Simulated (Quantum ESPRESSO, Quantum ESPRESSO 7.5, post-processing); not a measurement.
# NiSi2(111), 3 trilayers against a metal electrode: a series in the charge of the slab

What law, if any, do the results for NiSi2(111), 3 trilayers against a metal electrode follow against the charge of the slab?

Program: Quantum ESPRESSO 7.5. Level of theory: plane-wave DFT, PBE, GBRV ultrasoft pseudopotentials. Results are calculated unless marked as measured.

Most raw output is cut from this account.

## Step 1: The starting structure

It takes space group Fm-3m (No. 225, cubic). Conventional cell: a = 5.430 Å, b = 5.430 Å, c = 5.430 Å, α = 90.00°, β = 90.00°, γ = 90.00°. Ni has 8 Si at 2.35 Å nearest. Si has 4 Ni at 2.35 Å nearest. Farther neighbours are not listed.

Set-up: The slab is relaxed neutral, then held. ESM with bc3: vacuum below and a metal electrode about 6 Å above the top atoms. Cold smearing of 0.02 Ry. Charges are set per cell from the starting area. The slabs take the lattice constants of the bulk relaxed by the same program.

Members 2, 3, 4.5, 6, 7 and 8 took the same steps and show in the table alone.

This run has no spin polarisation, although Ni can carry a moment. A spin-polarised state was not tried and may lie lower.

## Step 2: Relaxing cell and ions of the reference

The bulk crystal is relaxed in cell and atoms; the members are built on its lattice constants.

Input file ref.vc.in:

```
&control
  prefix = 'ref.vc'
  outdir = './out'
  pseudo_dir = './pseudo'
  nstep = 40
  forc_conv_thr = 0.0003
  calculation = 'vc-relax'
/
&system
  ibrav = 0
  nat = 9
  ntyp = 2
  ecutwfc = 50
  ecutrho = 250
  occupations = 'smearing'
  smearing = 'mv'
  degauss = 0.02
/
&electrons
  conv_thr = 1e-09
  mixing_beta = 0.4
  electron_maxstep = 120
/
&ions
/
&cell
  press_conv_thr = 0.3
/
ATOMIC_SPECIES
  Ni  58.6934  ni_pbe_v1.4.uspp.F.UPF
  Si  28.0850  si_pbe_v1.uspp.F.UPF
CELL_PARAMETERS angstrom
  3.83958982184295 0.00000000000000 0.00000000000000
  -1.91979491092148 3.32518232582816 0.00000000000000
  0.00000000000000 0.00000000000000 9.40503588509900
ATOMIC_POSITIONS crystal
  Ni  0.000000000000 0.000000000000 0.000000000000
  Si  0.333333333333 0.666666666667 0.083333333333
  Si  0.666666666667 0.333333333333 0.916666666667
  Ni  0.333333333333 0.666666666667 0.333333333333
  Si  0.666666666667 0.333333333333 0.416666666667
  Si  0.000000000000 0.000000000000 0.250000000000
  Ni  0.666666666667 0.333333333333 0.666666666667
  Si  0.000000000000 0.000000000000 0.750000000000
  Si  0.333333333333 0.666666666667 0.583333333333
K_POINTS automatic
  12 12 5 0 0 0
```

Command:

```console
OMP_NUM_THREADS=1 mpirun -n 4 pw.x -nk 4 -in ref.vc.in > ref.vc.out
```

Run time: 15 min. Hardware: 4 MPI ranks of Intel Xeon Platinum 8488C (Sapphire Rapids), shared host; peak memory 0.88 GiB; 61 min of CPU time.

Relaxation path:

| step | energy less that of the first step (eV) | largest force (eV/Å) | volume (Å³) |
| --- | --- | --- | --- |
| 1 | 0.0000 | 0.0195 | 120.08 |
| 2 | -0.0050 | 0.0205 | 120.95 |
| 3 | -0.0055 | 0.0196 | 121.24 |
| 4 | -0.0056 | 0.0175 | 121.30 |
| 5 | -0.0057 | 0.0123 | 121.32 |
| 6 | -0.0058 | 0.0040 | 121.29 |
| 7 | -0.0058 | 0.0013 | 121.25 |
| 8 | -0.0061 | 0.0013 | 121.25 |

| cell as run | before | after | change |
| --- | --- | --- | --- |
| a (Å) | 3.840 | 3.857 | +0.5 % |
| b (Å) | 3.840 | 3.857 | +0.5 % |
| c (Å) | 9.405 | 9.412 | +0.1 % |
| volume (Å³/atom) | 13.34 | 13.47 | +1.0 % |

 The last row is no step: it is a fresh SCF in the final cell with a new plane-wave basis, -0 meV from the row before.

Numbers from this step:

```
free energy  : -14798.1538 eV
Fermi energy : 12.77 eV
```

## Step 3: Relaxation with pw.x of the reference

What the set-up leaves free in this member is relaxed.

System of this step: NiSi2(111), 3 trilayers. The cell holds 9 atoms: 6 Si and 3 Ni. Cell: a = 3.857 Å, b = 3.857 Å, c = 22.855 Å, α = 90.0°, β = 90.0°, γ = 120.0°. It derives from NiSi2. Vacuum lies along c.

Input file ref.relax.in:

```
&control
  prefix = 'ref.relax'
  outdir = './out'
  pseudo_dir = './pseudo'
  nstep = 40
  forc_conv_thr = 0.001
  calculation = 'relax'
/
&system
  ibrav = 0
  nat = 9
  ntyp = 2
  ecutwfc = 40
  ecutrho = 200
  occupations = 'smearing'
  smearing = 'mv'
  degauss = 0.02
/
&electrons
  conv_thr = 1e-08
  mixing_beta = 0.4
  electron_maxstep = 120
  mixing_mode = 'local-TF'
/
&ions
/
ATOMIC_SPECIES
  Si  28.0850  si_pbe_v1.uspp.F.UPF
  Ni  58.6934  ni_pbe_v1.4.uspp.F.UPF
CELL_PARAMETERS angstrom
  3.85686927400000 0.00000000000000 0.00000000000000
  -1.92843463700000 3.34014677083991 0.00000000000000
  0.00000000000000 0.00000000000000 22.85521846136617
ATOMIC_POSITIONS crystal
  Si  0.666666666700 0.333333333300 0.328406794931
  Ni  0.000000000000 0.000000000000 0.362725435945
  Si  0.333333333300 0.666666666700 0.397044076959
  Si  0.000000000000 0.000000000000 0.465681358986
  Ni  0.333333333300 0.666666666700 0.500000000000
  Si  0.666666666700 0.333333333300 0.534318641014
  Si  0.333333333300 0.666666666700 0.602955923041
  Ni  0.666666666700 0.333333333300 0.637274564055
  Si  0.000000000000 0.000000000000 0.671593205069
K_POINTS automatic
  12 12 1 0 0 0
```

Command:

```console
OMP_NUM_THREADS=1 mpirun -n 4 pw.x -nk 4 -in ref.relax.in > ref.relax.out
```

Wall time 10 min (4 MPI ranks); peak memory 0.99 GiB.

The steps of the relaxation:

| step | energy less that of the first step (eV) | largest force (eV/Å) |
| --- | --- | --- |
| 1 | 0.0000 | 0.6768 |
| 2 | -0.0353 | 0.5824 |
| 3 | -0.0631 | 0.4748 |
| 4 | -0.0885 | 0.3073 |
| 5 | -0.0997 | 0.1316 |
| 6 | -0.1012 | 0.1171 |
| 7 | -0.1030 | 0.1075 |
| 8 | -0.1055 | 0.0878 |
| 9 | -0.1080 | 0.0870 |
| 10 | -0.1097 | 0.0915 |
| 11 | -0.1101 | 0.0727 |
| 12 | -0.1106 | 0.0405 |
| 13 | -0.1108 | 0.0056 |

The atoms that moved most (Å):

| atom | dx | dy | dz | length |
| --- | --- | --- | --- | --- |
| Si1 | 0.000 | 0.000 | 0.124 | 0.124 |
| Si9 | 0.000 | 0.000 | -0.124 | 0.124 |
| Ni8 | 0.000 | 0.000 | -0.038 | 0.038 |
| Ni2 | 0.000 | 0.000 | 0.038 | 0.038 |
| Si3 | 0.000 | 0.000 | -0.029 | 0.029 |
| Si7 | 0.000 | 0.000 | 0.029 | 0.029 |

The relaxation lowers the energy by 12 meV an atom.

Numbers from this step:

```
free energy  : -14796.4611 eV
Fermi energy : 2.534 eV
```

## Step 4: Self-consistent run, 0 ×10¹³ e/cm²

A run under open boundaries on these atoms gives the vacuum levels.

Input file m2.esm.in:

```
&control
  prefix = 'm2.esm'
  outdir = './out'
  pseudo_dir = './pseudo'
  calculation = 'scf'
  tprnfor = .true.
/
&system
  ibrav = 0
  nat = 9
  ntyp = 2
  ecutwfc = 40
  ecutrho = 200
  occupations = 'smearing'
  smearing = 'mv'
  degauss = 0.02
  assume_isolated = 'esm'
  esm_bc = 'bc3'
  tot_charge = 0.0
/
&electrons
  conv_thr = 1e-08
  mixing_beta = 0.25
  electron_maxstep = 160
  mixing_mode = 'local-TF'
  mixing_ndim = 12
/
ATOMIC_SPECIES
  Si  28.0850  si_pbe_v1.uspp.F.UPF
  Ni  58.6934  ni_pbe_v1.4.uspp.F.UPF
CELL_PARAMETERS angstrom
  3.85686927400000 0.00000000000000 0.00000000000000
  -1.92843463700000 3.34014677083991 0.00000000000000
  0.00000000000000 0.00000000000000 22.85521846136617
ATOMIC_POSITIONS crystal
  Si  0.666666666700 0.333333333300 -0.100522470414
  Ni  0.000000000000 0.000000000000 -0.070000056214
  Si  0.333333333300 0.666666666700 -0.038597735214
  Si  0.000000000000 0.000000000000 0.031479681586
  Ni  0.333333333300 0.666666666700 0.065630525586
  Si  0.666666666700 0.333333333300 0.099781369586
  Si  0.333333333300 0.666666666700 0.169858786386
  Ni  0.666666666700 0.333333333300 0.201261107386
  Si  0.000000000000 0.000000000000 0.231783521586
K_POINTS automatic
  12 12 1 0 0 0
```

Command:

```console
OMP_NUM_THREADS=1 mpirun -n 4 pw.x -nk 4 -in m2.esm.in > m2.esm.out
```

The job ended after 4.5 min (4 MPI ranks; peak memory 0.91 GiB; 18 min of CPU time).

This step gave:

| Quantity | Value |
| --- | --- |
| Fermi energy | -4.527 eV |
| vacuum line at the lower end of the cell, over the Fermi level | 4.527 eV |
| slope of the potential above | 3.49e-5 eV/Å |
| vacuum line at the upper end of the cell, over the Fermi level | 4.527 eV |

Electrostatic potential energy of an electron; zero at the Fermi level. Potential energy, planar mean against z:

z (Å), potential energy, planar mean (eV) and a bar from the least value:
```
    -11.0        4.5 ##############################
    -10.5        4.5 ##############################
    -10.0        4.5 ##############################
     -9.5        4.5 ##############################
     -9.0        4.5 ##############################
     -8.5        4.5 ##############################
     -8.0        4.5 ##############################
     -7.5        4.5 ##############################
     -7.0        4.5 ##############################
     -6.5        4.5 ##############################
     -6.0        4.5 ##############################
     -5.5        4.5 ##############################
     -5.0        4.5 ##############################
     -4.5        4.4 ##############################
     -4.0        4.2 #############################
     -3.5        3.2 ############################
     -3.0       -0.4 #######################
     -2.5       -7.3 #############
     -2.0      -13.4 ####
     -1.5      -16.2 
     -1.0      -11.2 #######
     -0.5       -6.2 ##############
      0.0       -3.2 ###################
      0.5       -7.8 ############
      1.0      -11.8 ######
      1.5      -15.2 #
      2.0      -11.8 ######
      2.5       -7.7 ############
      3.0       -3.3 ###################
      3.5       -6.2 ##############
      4.0      -11.2 #######
      4.5      -16.1 
      5.0      -13.4 ####
      5.5       -7.4 #############
      6.0       -0.4 #######################
      6.5        3.2 ############################
      7.0        4.2 #############################
      7.5        4.4 ##############################
      8.0        4.5 ##############################
      8.5        4.5 ##############################
      9.0        4.5 ##############################
      9.5        4.5 ##############################
     10.0        4.5 ##############################
     10.5        4.5 ##############################
     11.0        4.5 ##############################
```

Inside the slab this potential holds the local part of the pseudopotentials, which can be repulsive at the nuclei; only its value in the vacuum has a meaning of its own.

## Step 5: Self-consistent run, 1 ×10¹³ e/cm²

m3.esm.in, as its differences from the input of step 4:

```diff
@@ -1,3 +1,3 @@
 &control
-  prefix = 'm2.esm'
+  prefix = 'm3.esm'
   outdir = './out'
@@ -18,3 +18,3 @@
   esm_bc = 'bc3'
-  tot_charge = 0.0
+  tot_charge = 0.01277
 /
@@ -26,2 +26,3 @@
   mixing_ndim = 12
+  startingpot = 'file'
 /
```

Command:

```console
cp -r out/m2.esm.save out/m3.esm.save
OMP_NUM_THREADS=1 mpirun -n 4 pw.x -nk 4 -in m3.esm.in > m3.esm.out
```

Run time: 3.6 min. Hardware: 4 MPI ranks; peak memory 0.91 GiB; 14 min of CPU time.

Read from the output:

- Fermi energy: -5.393 eV
- vacuum line at the lower end of the cell, over the Fermi level: 4.528 eV
- slope of the potential above: 0.1793 eV/Å
- vacuum line at the upper end of the cell, over the Fermi level: 5.393 eV

Inside the slab this potential holds the local part of the pseudopotentials, which can be repulsive at the nuclei; only its value in the vacuum has a meaning of its own.

## Step 6: Self-consistent run, -1.5 ×10¹³ e/cm²

m1.esm.in, as its differences from the input of step 5:

```diff
@@ -1,3 +1,3 @@
 &control
-  prefix = 'm3.esm'
+  prefix = 'm1.esm'
   outdir = './out'
@@ -18,3 +18,3 @@
   esm_bc = 'bc3'
-  tot_charge = 0.01277
+  tot_charge = -0.01915
 /
```

Command:

```console
cp -r out/m2.esm.save out/m1.esm.save
OMP_NUM_THREADS=1 mpirun -n 4 pw.x -nk 4 -in m1.esm.in > m1.esm.out
```

The job ended after 2.8 min (4 MPI ranks; peak memory 0.91 GiB).

Read from the output:

| Property | Result |
| --- | --- |
| Fermi energy | -3.241 eV |
| vacuum line at the lower end of the cell, over the Fermi level | 4.526 eV |
| slope of the potential above | -0.2688 eV/Å |
| vacuum line at the upper end of the cell, over the Fermi level | 3.241 eV |

Inside the slab this potential holds the local part of the pseudopotentials, which can be repulsive at the nuclei; only its value in the vacuum has a meaning of its own.

## Step 7: Ground state, -3 ×10¹³ e/cm²

m0.esm.in, as its differences from the input of step 6:

```diff
@@ -1,3 +1,3 @@
 &control
-  prefix = 'm1.esm'
+  prefix = 'm0.esm'
   outdir = './out'
@@ -18,3 +18,3 @@
   esm_bc = 'bc3'
-  tot_charge = -0.01915
+  tot_charge = -0.0383
 /
```

Command:

```console
cp -r out/m1.esm.save out/m0.esm.save
OMP_NUM_THREADS=1 mpirun -n 4 pw.x -nk 4 -in m0.esm.in > m0.esm.out
```

Run time: 2.6 min. Hardware: 4 MPI ranks; peak memory 0.91 GiB; 10 min of CPU time.

Read from the output:

* Fermi energy: -1.970 eV
* vacuum line at the lower end of the cell, over the Fermi level: 4.528 eV
* slope of the potential above: -0.5377 eV/Å
* vacuum line at the upper end of the cell, over the Fermi level: 1.970 eV

Inside the slab this potential holds the local part of the pseudopotentials, which can be repulsive at the nuclei; only its value in the vacuum has a meaning of its own.

## Step 8: The series side by side

The series in one table:

| the charge of the slab (positive: electrons removed) | electrode's level over the Fermi level (eV) | far face's level over the Fermi level (eV) | field in the gap (eV/Å) |
| --- | --- | --- | --- |
| -3 ×10¹³ e/cm² | 1.97 | 4.528 | -0.5377 |
| -1.5 ×10¹³ e/cm² | 3.241 | 4.526 | -0.2688 |
| 0 ×10¹³ e/cm² | 4.527 | 4.527 | 3.492e-05 |
| 1 ×10¹³ e/cm² | 5.393 | 4.528 | 0.1793 |
| 2 ×10¹³ e/cm² | 6.265 | 4.53 | 0.3585 |
| 3 ×10¹³ e/cm² | 7.141 | 4.53 | 0.5378 |
| 4.5 ×10¹³ e/cm² | 8.464 | 4.53 | 0.8067 |
| 6 ×10¹³ e/cm² | 9.797 | 4.538 | 1.076 |
| 7 ×10¹³ e/cm² | 10.69 | 4.532 | 1.255 |
| 8 ×10¹³ e/cm² | 11.59 | 4.54 | 1.434 |

## Step 9: By hand

Last interval: C = Δσ/ΔV = 0.00099 e/Å² / 0.898 V × 1602 = 1.77 µF/cm².

## Step 10: What came out

| Property | Result |
| --- | --- |
| mean capacitance at positive charge | 1.80 μF/cm² |
| effective gap ε₀/C | 4.92 Å |
| top atoms to electrode | 6.13 Å |

In words: The series holds 10 members; mean capacitance at positive charge: 1.80 μF/cm²; effective gap ε₀/C: 4.92 Å; top atoms to electrode: 6.13 Å (PBE, GBRV ultrasoft). Interval by interval C lies between 1.77 and 1.87 µF/cm². The far face's level moves by 0.01 eV over the series: the slab screens like a metal, and averaged over the positive charges the image plane lies 1.21 Å above the top atoms. Vacuum fills the gap; ions don't answer the charge; added electrons can spill towards the electrode at the most negative charges.

[Logs are printed without paths, hosts, clocks, repeated set-up lines and the standing remarks that a program may print on its own settings, such as how far it seeks lower states.]

[Hosts, paths, dates, database ids (printed as entryN), source tags and the programs' standing remarks are cut or masked in the printed files.]

[Maps of the electrostatic potential energy from Ansatz leave out the sawtooth potential of an applied field or a dipole correction, so their vacuum need not be flat; planar profiles and work functions include it.]
